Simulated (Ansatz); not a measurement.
## G0W0 on several functionals: NaF (Villiaumite)

Aim: G0W0 for NaF (Villiaumite) on several starting functionals, at one mesh, band count and screening cutoff.

Program: Ansatz 0.2.0. Level of theory: G0W0 on several functionals, plane waves, PAW. Results are calculated unless marked as measured.

The database entry behind the starting cell differs from later determinations by our own check (0.1 to 0.3 % short, probably kX units), so it need not match the best structure at ambient conditions.

In doubt: masses and optical values from hybrid runs of this build are listed as unsure (steps 3, 4), which bears on the screening that GW takes from such a start.

**1. The structure**

Symmetry: Fm-3m, No. 225, cubic system. Conventional cell: a = 4.620 Å, b = 4.620 Å, c = 4.620 Å, α = 90.00°, β = 90.00°, γ = 90.00°. Na has 6 F at 2.31 Å nearest. Nearest to F lie 6 Na at 2.31 Å. Farther neighbours and most contacts between anions are not listed.

The cell and positions come from the Crystallography Open Database and are kept as given unless a step says otherwise.

**2. G0W0 on PBE**

G0W0 replaces the xc potential by the self-energy, built once from these orbitals. Only a window of levels is corrected, while the sums run over the empty bands that the input names. This step takes PAW set soft_1 files.

This step: G0W0 on PBE, plane waves, PAW; PAW set soft_1.

Contents of input.yaml:

```yaml
crystal:
  lattice:
    - [0.0, 2.31, 2.31]
    - [2.31, 0.0, 2.31]
    - [2.31, 2.31, 0.0]
  atoms:
    - { symbol: Na, position: [0.0, 0.0, 0.0] }
    - { symbol: F, position: [0.5, 0.5, 0.5] }
kpoints:
  mp_grid: { grid: [6, 6, 6] }
hamiltonian:
  xc: pbe
  pseudopotentials: { kind: paw, azcp: { folder: soft_1 } }
scf:
  occupations: { method: fixed }
gw:
  n_empty_bands: 73
  ecut_chi: 120
  qp_bands: [v2, c2]
  qp_kpoints: band_edges
  screening: { model: contour_deformation }
```

Started as:

```bash
$ ansatz run input.yaml --threads 24 --pin off --max-ram 82944MiB --backend cuda --events-out ev --progress --plain --runs-dir out --devices 1 --max-vram 78GiB
```

Numbers of over 12 decimals in the logs are rounded to 6 here.

The program printed:

```text
GPUs: using 1 of 1 available (devices: 1).
Engine: ansatz 0.2.0, aarch64-unknown-linux-gnu
Pseudopotentials: kind: paw
Pseudopotential: Na, paw, valence charge 9, recommended cutoff 420 eV (normal), soft_1/Na.paw.azcp
Pseudopotential: F, paw, valence charge 7, recommended cutoff 420 eV (normal), soft_1/F.paw.azcp
Functional definition: PBE
  parameter kappa = 0.804
  parameter beta = 0.066725
  exchange = pbe_x(kappa = kappa, mu = beta*pi^2/3)
  correlation = pbe_c(beta = beta)
[...]
Crystal: 2 atoms, lattice volume = 24.653 Å³
Basis set: ecut = 420 eV, 531 PW (Γ)
Bands: 12, of which v1, the nominal top of the filled ones, is band 8 counted from 1 (7 counted from 0)
Symmetry: 48 space group operations
Space group: Fm-3m (ITA 225), of the structure as read, at distance tolerance 2.9e-5 Å
k-points: 16 of 216
Non-local potential: Na, projectors of the file, l = 0: 3, l = 1: 2, l = 2: 1
Non-local potential: F, projectors of the file, l = 0: 2, l = 1: 2, l = 2: 1
PAW form: soft (Blöchl's): semilocal exchange-correlation on the pseudo side does not see the compensation charge
PAW one-centre angular grid: Na, 110 points (default); XC on 64 Gauss nodes
PAW one-centre angular grid: F, 110 points (default); XC on 64 Gauss nodes
Initial density: superposition of atomic densities (chi_scale 0.1, normalization cell, long waves kept (reshape's long-wave potential 0.00 eV rms))
Initial wavefunctions: pseudopotential atomic-orbital guess
[...]
Functional: x = pbe(κ = 0.804, μ = 0.219515), c = pbe(β = 0.066725)
SCF iter   1: F=—  HF=-2299.953494 eV  |F-HF|=—  |Δ(HF+E_count)|=         —  Δρ=2.03e-1  dr2=7.17e0  ethr=3.10e-3  ⟨swp⟩=4.2  Hψ=1095  notcnv=0  defer=22
preconditioner: auto → none  [insulator: Δε(μ)=3.139 eV  Ē_g=17.814 eV  n_scr=8 (ndim 8)  ℏωp=21.2 eV  f_vac=0.000  ε∞_Penn≈2.4]
SCF iter   2: F=—  HF=-2297.951687 eV  |F-HF|=—  |Δ(HF+E_count)|=    2.00e0  Δρ=1.17e-1  dr2=1.98e0  ethr=3.10e-3  ⟨swp⟩=3.8  Hψ=564  notcnv=0  defer=29
SCF iter   3: F=—  HF=-2297.417686 eV  |F-HF|=—  |Δ(HF+E_count)|=   5.34e-1  Δρ=2.01e-2  dr2=8.68e-2  ethr=3.10e-3  ⟨swp⟩=2.0  Hψ=423  notcnv=0  defer=25
SCF iter   4: F=—  HF=-2297.421833 eV  |F-HF|=—  |Δ(HF+E_count)|=   4.15e-3  Δρ=4.55e-3  dr2=3.20e-3  ethr=5.42e-4  ⟨swp⟩=2.2  Hψ=315  notcnv=0  defer=30
SCF iter   5: F=—  HF=-2297.425031 eV  |F-HF|=—  |Δ(HF+E_count)|=   3.20e-3  Δρ=9.09e-4  dr2=2.00e-4  ethr=2.00e-5  ⟨swp⟩=2.5  Hψ=363  notcnv=0  defer=30
SCF iter   6: F=—  HF=-2297.425025 eV  |F-HF|=—  |Δ(HF+E_count)|=   5.53e-6  Δρ=2.30e-4  dr2=1.45e-5  ethr=1.25e-6  ⟨swp⟩=2.1  Hψ=272  notcnv=0  defer=30
SCF iter   7: F=-2297.425036 eV  HF=-2297.425036 eV  |F-HF|=4.96e-10  |Δ(HF+E_count)|=   1.05e-5  Δρ=9.82e-6  dr2=1.69e-8  ethr=6.25e-10  ⟨swp⟩=4.6  Hψ=1046  notcnv=0
SCF 1 converged in 7 iterations: F = -2297.425036 eV  dr2 = 1.69e-8
  greatest PAW one-centre occupation: 0.999 electrons in one spin orbital (limit 2), on the Na atom at site 0 (counted from 0), in its partial waves of l = 0
[...]
NSCF: frozen V_eff on 16 k-points, pencils in batches of 32, up to order 48
the band table was solved once the SCF had ended and its energy, with any forces and stress, was formed, with the checks that follow a solve (1191 applications of the Hamiltonian). They found nothing against the state; the energy, forces and stress were not computed again (output.eigenvalues in the input reference)
[...]
NSCF: frozen V_eff on 16 k-points
G₀W₀ screening: q 1/16
[... further progress lines ...]
[...]
NSCF: frozen V_eff on 1 k-points
[...]
NSCF: frozen V_eff on 1 k-points
SCF converged after 7 iterations
Free energy (F): -2297.425036 eV
Harris-Foulkes:  -2297.425036 eV  (|F-HF|=4.96e-10)
Internal energy: -2297.425036 eV  (E = F + TS)
E sigma→0 (E₀):  -2297.425036 eV
Fermi energy:    0.984376 eV
--- Per-component energies (eV) ---
  E_band       = -233.905891
  E_kinetic    = 312.948984
  E_local      = -1846.039881  (includes V_loc(G=0)·N_el)
  E_nonlocal   = 365.677176
  E_hartree    = 626.477303
  E_xc         = -115.454539
  E_vxc        = -148.168414  (∫ρ·V_xc dr)
  E_paw        = -498.197896  (= ΣΔE_a)
  E_vpaw       = -171.281957  (= ΣTr[D̂ρ^β])
[...]
0    10     20.0310    -2.1587    -3.4780    -7.2049  0.8759    21.6258    21.5991  root
     1     7      0.9191   -31.3538     5.2468   -23.4810  0.8040    -1.7857    -1.7069  root
     1     8      0.9191   -31.3538     5.2468   -23.4810  0.8040    -1.7857    -1.7069  root
     1     9      8.2802    -7.0267    -2.7293   -11.3228  0.8907     9.8595     9.8470  root
     1    10     17.5562    -2.8028    -3.3794    -7.6641  0.8720    19.0573    19.0382  root
     2     7      0.7905   -31.1062     5.2518   -23.1940  0.8034    -1.9527    -1.8699  root
     2     8      0.7905   -31.1062     5.2518   -23.1940  0.8034    -1.9527    -1.8699  root
     2     9     10.2725    -7.2408    -2.8309   -11.8001  0.8843    12.0190    12.0009  root
     2    10     15.0487    -5.1300    -3.2153   -10.0859  0.8726    16.8171    16.7892  root
     3     7      0.7275   -30.9869     5.2545   -23.0555  0.8032    -2.0341    -1.9494  root
     3     8      0.7275   -30.9869     5.2545   -23.0555  0.8032    -2.0341    -1.9494  root
     3     9     11.8305    -5.0201    -3.0439    -9.6235  0.8902    13.4057    13.3900  root
     3    10     13.5438    -8.4641    -3.0548   -13.6387  0.8628    15.7080    15.6636  root
     4     7      0.8739   -31.2909     5.2426   -23.4089  0.8041    -1.8456    -1.7655  root
     4     8      0.8739   -31.2909     5.2426   -23.4089  0.8041    -1.8456    -1.7655  root
     4     9      8.5659    -7.2396    -2.7245   -11.5705  0.8890    10.1858    10.1723  root
     4    10     17.3446    -1.8571    -3.3317    -6.5091  0.8787    18.6800    18.6650  root
     5     7      0.7174   -30.9605     5.2358   -23.0450  0.8037    -2.0469    -1.9622  root
     5     8      0.7588   -31.0896     5.2455   -23.1733  0.8037    -1.9957    -1.9120  root
     5     9     10.1859    -7.6382    -2.8014   -12.2097  0.8826    11.9750    11.9560  root
     5    10     15.5766    -3.3872    -3.2277    -8.1160  0.8792    17.0965    17.0776  root
     6     7      0.5349   -30.5704     5.2193   -22.6281  0.8035    -2.2779    -2.1880  root
     6     8      0.6887   -30.9489     5.2518   -23.0087  0.8032    -2.0857    -1.9998  root
     6     9     12.1599    -6.2334    -3.0060   -10.9730  0.8823    13.9146    13.8934  root
[...]
11     7      0.0696   -29.7021     5.1622   -21.7113  0.8036    -2.8627    -2.7590  root ?
[...]
13     7      0.4556   -30.4758     5.2074   -22.5234  0.8038    -2.3816    -2.2894  root
    13     8      0.6462   -30.8544     5.2436   -22.9136  0.8033    -2.1380    -2.0511  root
    13     9     11.8467    -7.5265    -2.9370   -12.3467  0.8769    13.7553    13.7298  root
    13    10     14.8047    -4.1564    -3.1539    -8.8812  0.8786    16.3962    16.3755  root
    14     7      0.2499   -30.0376     5.1829   -22.0651  0.8036    -2.6379    -2.5397  root
    14     8      0.5682   -30.7069     5.2385   -22.7528  0.8031    -2.2366    -2.1474  root
    14     9     13.4585    -5.7766    -3.0806   -10.5897  0.8779    15.2151    15.1910  root
    14    10     13.9730    -6.9906    -3.0927   -12.0212  0.8682    15.9454    15.9107  root
```

Run time: 2.4 s. Hardware: 1 × NVIDIA GB200 (shared by 2 runs) with 24 threads of Arm Neoverse V2, shared host; peak memory 1 GiB.

In the SCF lines HF is the Harris–Foulkes energy and dr2 the Hartree energy of the density residual, in eV; the loop may stop once dr2 is under the threshold and the program's other checks hold. Hψ counts applications of the Hamiltonian.

Numbers from this step:

- bands summed: 81
- RPA ε∞ on this mesh (eigenvalues): 1.807, 1.807, 1.807
- plane waves in the screening matrix: 65
- q-points in the mesh: 216
- G0W0 gap on the mesh: 10.42 eV
- k of the valence top: 0, 0, 0
- k of the conduction bottom: 0, 0, 0
- starting gap on the mesh: 6.365 eV
- Z at the valence top: 0.8042
- Z at the conduction bottom: 0.8970
- least direct G0W0 gap on the computed points: 10.42 eV

The gap on the mesh goes from 6.36 eV to 10.42 eV, a correction of +4.06 eV. Between the two edge states, bare exchange in place of the xc potential would open the gap by 12.12 eV, and correlation takes back 8.06 eV.

**3. G0W0 on HSE06**

One-shot GW remembers its start. Another functional's orbitals and levels show by how much.

This step: G0W0 on HSE06, plane waves, PAW; PAW set soft_1.

input.yaml: that of step 2 with these lines changed.

```diff
@@ -11,3 +11,3 @@
 hamiltonian:
-  xc: pbe
+  xc: hse06
   pseudopotentials: { kind: paw, azcp: { folder: soft_1 } }
```

The program printed:

```text
GPUs: using 1 of 1 available (devices: 1).
[...]
davidson cushion auto → on  (no smearing: the cushion is to keep the highest requested band from converging to the state above it; pin scf.eigensolver.cushion to override)
[...]
Crystal: 2 atoms, lattice volume = 24.653 Å³
Basis set: ecut = 420 eV, 531 PW (Γ)
Bands: 12, of which v1, the nominal top of the filled ones, is band 8 counted from 1 (7 counted from 0)
Symmetry: 48 space group operations
[...]
k-points: 16 of 216
[...]
SCF iter   1: F=—  HF=-2299.934733 eV  |F-HF|=—  |Δ(HF+E_count)|=         —  Δρ=2.03e-1  dr2=7.18e0  ethr=1.00e-1  ⟨swp⟩=5.8  Hψ=692  notcnv=0
[...]
SCF iter   2: F=—  HF=-2297.948168 eV  |F-HF|=—  |Δ(HF+E_count)|=    1.99e0  Δρ=1.17e-1  dr2=1.98e0  ethr=4.49e-2  ⟨swp⟩=3.4  Hψ=561  notcnv=0  defer=2
[...]
SCF iter   4: F=-2297.424261 eV  HF=-2297.421911 eV  |F-HF|=2.35e-3  |Δ(HF+E_count)|=   4.21e-3  Δρ=4.64e-3  dr2=3.29e-3  ethr=5.44e-4  ⟨swp⟩=3.1  Hψ=514  notcnv=0
SCF 1 stopped early in 4 iterations: F = -2297.424261 eV  dr2 = 3.29e-3
[...]
Exchange kernel: α = 0.2500, screened, ω = 0.2079 Å⁻¹, Wigner–Seitz truncation, v(0) = 1043.3691 eV·Å³, q-mesh 6×6×6, nearest image of the exchange supercell L = 19.60 Å, pair-density grid 15×15×15, without the augmentation charges, whose exchange is taken in its separable form by FFT convolution over the k-point mesh (sized by the pseudopotential files, 18×18×18 at the most), smooth part of the exact exchange by density-matrix convolution in up to 1.15 GiB of GPU memory as planned if the GPU has room (build and FFT work areas not counted)
Frozen-core exchange: fock
SCF iter   1: F=—  HF=-2297.436871 eV  |F-HF|=—  |Δ(HF+E_count)|=         —  Δρ=9.96e-3  dr2=2.63e-2  ethr=2.05e-4  ⟨swp⟩=4.0  Hψ=689  notcnv=0
[...]
SCF iter   2: F=—  HF=-2297.434307 eV  |F-HF|=—  |Δ(HF+E_count)|=   2.56e-3  Δρ=4.01e-3  dr2=2.09e-3  ethr=1.50e-4  ⟨swp⟩=2.3  Hψ=458  notcnv=0
[...]
hybrid outer 1: dexx = +3.648e-3 eV, tail = 1.87e-5 eV
[...]
SCF 3 converged in 4 iterations: F = -2297.437890 eV  dr2 = 3.64e-8
hybrid outer 2: dexx = +1.394e-7 eV, tail = 7.95e-8 eV, Δε = 3.51e-3 eV (about 3.76e-4 eV left of the loop's levels)
[...]
0    10     20.6645    -2.0856    -3.0398    -6.4942  0.9056    22.0440    22.0333  root
     1     7     -0.7750   -31.3748     4.4495   -25.3121  0.8389    -2.4058    -2.3882  root
     1     8     -0.7750   -31.3748     4.4495   -25.3121  0.8389    -2.4058    -2.3882  root
     1     9      8.7685    -6.4403    -2.5092   -10.3847  0.9132    10.2102    10.2035  root
     1    10     18.1333    -2.6126    -2.9599    -6.8750  0.9036    19.4448    19.4358  root
     2     7     -0.9118   -31.1378     4.4448   -25.0488  0.8385    -2.5746    -2.5560  root
     2     8     -0.9118   -31.1378     4.4448   -25.0488  0.8385    -2.5746    -2.5560  root
     2     9     10.8134    -6.6559    -2.5623   -10.7650  0.9085    12.3690    12.3602  root
[...]
14     7     -1.4689   -30.1877     4.3699   -24.0516  0.8390    -3.2577    -3.2351  root
    14     8     -1.1440   -30.7713     4.4234   -24.6525  0.8384    -2.8595    -2.8393  root
    14     9     14.0412    -5.3612    -2.7253    -9.6108  0.9045    15.5760    15.5656  root
    14    10     14.6138    -6.4450    -2.7131   -10.8480  0.8974    16.3176    16.3036  root
```

The job ended after 5.7 s (1 × NVIDIA GB200 (shared by 2 runs) with 24 threads; peak memory 1.2 GiB).

Numbers from this step:

```
bands summed                                 : 81
RPA ε∞ on this mesh (eigenvalues)            : 1.647, 1.647, 1.647
plane waves in the screening matrix          : 65
q-points in the mesh                         : 216
G0W0 gap on the mesh                         : 11.46 eV
k of the valence top                         : 0, 0, 0
k of the conduction bottom                   : 0, 0, 0
starting gap on the mesh                     : 8.535 eV
Z at the valence top                         : 0.8390
Z at the conduction bottom                   : 0.9175
least direct G0W0 gap on the computed points : 11.46 eV
```

Against the run with 6×6×6 mesh, 73 empty bands, screening to 120 eV, PAW set soft_1 files on PBE, the gap moves by +1.04 eV, while the start moved by +2.17 eV.

**4. G0W0 on PBE0**

This step: G0W0 on PBE0, plane waves, PAW; PAW set soft_1.

input.yaml: that of step 3 with these lines changed.

```diff
@@ -11,3 +11,3 @@
 hamiltonian:
-  xc: hse06
+  xc: pbe0
   pseudopotentials: { kind: paw, azcp: { folder: soft_1 } }
```

The program printed:

```text
GPUs: using 1 of 1 available (devices: 1).
[...]
Crystal: 2 atoms, lattice volume = 24.653 Å³
Basis set: ecut = 420 eV, 531 PW (Γ)
Bands: 12, of which v1, the nominal top of the filled ones, is band 8 counted from 1 (7 counted from 0)
Symmetry: 48 space group operations
[...]
k-points: 16 of 216
[...]
2     7     -1.3306   -31.1370     4.2936   -25.4646  0.8463    -2.7208    -2.7094  root
     2     8     -1.3306   -31.1370     4.2936   -25.4646  0.8463    -2.7208    -2.7094  root
     2     9     11.1785    -6.6503    -2.4810   -10.3918  0.9134    12.4441    12.4390  root
[...]
14     7     -1.8932   -30.1861     4.2145   -24.4723  0.8470    -3.4067    -3.3926  root
    14     8     -1.5651   -30.7703     4.2702   -25.0705  0.8463    -3.0072    -2.9946  root
    14     9     14.4047    -5.3586    -2.6334    -9.2416  0.9100    15.6603    15.6543  root
    14    10     14.9823    -6.4389    -2.6158   -10.4695  0.9033    16.4053    16.3971  root
```

Run time: 4.9 s. Hardware: 1 × NVIDIA GB200 (shared by 2 runs) with 24 threads; peak memory 1.2 GiB; 20 s of CPU time.

This step gave:

| Property | Result |
| --- | --- |
| bands summed | 81 |
| RPA ε∞ on this mesh (eigenvalues) | 1.622, 1.622, 1.622 |
| plane waves in the screening matrix | 65 |
| G0W0 gap on the mesh | 11.69 eV |
| k of the valence top | 0, 0, 0 |
| k of the conduction bottom | 0, 0, 0 |
| starting gap on the mesh | 9.304 eV |
| least direct G0W0 gap on the computed points | 11.69 eV |

Against the run with 6×6×6 mesh, 73 empty bands, screening to 120 eV, PAW set soft_1 files on HSE06, the gap moves by +0.22 eV, while the start moved by +0.77 eV.

**5. The starts together**

All on the 6×6×6 mesh with 73 empty bands and screening to 120 eV. Times are wall times on 1 × NVIDIA GB200 (shared by 2 runs) with 24 threads of Arm Neoverse V2, shared host, good to a factor of about two.

| start | starting gap (eV) | shift (eV) | G0W0 gap (eV) | RPA ε∞ (harmonic mean) | Z (valence, conduction) | time |
| --- | --- | --- | --- | --- | --- | --- |
| PBE | 6.36 | +4.06 | 10.42 | 1.81 | 0.80, 0.90 | 2.4 s |
| HSE06 | 8.53 | +2.93 | 11.46 | 1.65 | 0.84, 0.92 | 5.7 s |
| PBE0 | 9.30 | +2.38 | 11.69 | 1.62 | 0.85, 0.92 | 4.9 s |

The parts of the quasiparticle energy at the two band edges (eV; QP = start + Σx + Σc − Vxc):

| run | edge | start | Σx | Σc | Vxc | Z | QP |
| --- | --- | --- | --- | --- | --- | --- | --- |
| PBE | valence top | 0.98 | -31.48 | 5.24 | -23.63 | 0.80 | -1.62 |
| PBE | conduction bottom | 7.35 | -5.98 | -2.82 | -10.25 | 0.90 | 8.80 |
| HSE06 | valence top | -0.71 | -31.50 | 4.45 | -25.45 | 0.84 | -2.30 |
| HSE06 | conduction bottom | 7.83 | -5.63 | -2.57 | -9.53 | 0.92 | 9.16 |
| PBE0 | valence top | -1.12 | -31.50 | 4.30 | -25.86 | 0.85 | -2.45 |
| PBE0 | conduction bottom | 8.18 | -5.63 | -2.50 | -9.18 | 0.92 | 9.23 |

For a hybrid start, Vxc holds its share of exact exchange.

**6. What came out**

| Item | Value |
| --- | --- |
| G0W0@PBE | 10.42 eV (start 6.36 eV) |
| G0W0@HSE06 | 11.46 eV (start 8.53 eV) |
| G0W0@PBE0 | 11.69 eV (start 9.30 eV) |
| known limits | not at the basis limit |

In words: The starting gaps span 2.94 eV and the G0W0 gaps 1.26 eV. Between PBE and PBE0, 1.26 eV of the 2.94 eV survives, 43 %. PBE0 screens less than PBE (ε∞ 1.62 against 1.81). Of the 1.26 eV by which its G0W0 gap is higher, the correlation part gives +1.26 eV, and exchange with the one-particle terms, which follow the orbitals, +0.004 eV. The smallest correction, +2.38 eV, is on PBE0, the start nearest to reproducing itself. Bands and cutoff are finite, so the gap is not at the basis limit. The miss can reach some tenths of an eV and take either sign; the mesh is an error of its own.

[Paths, hosts, dates, memory and timing lines, banners, echoed tables and standing remarks are left out of the program output.]

[Logs are printed without paths, hosts, clocks, repeated set-up lines and the standing remarks that a program may print on its own settings, such as how far it seeks lower states.]

[Runs of the session that timed out or met a known fault of the program may be left out.]

[Cells called generated may have been cut or substituted from an entry of the Crystallography Open Database or the Materials Project.]

[Hosts, paths, dates, database ids (printed as entryN), source tags and the programs' standing remarks are cut or masked in the printed files.]
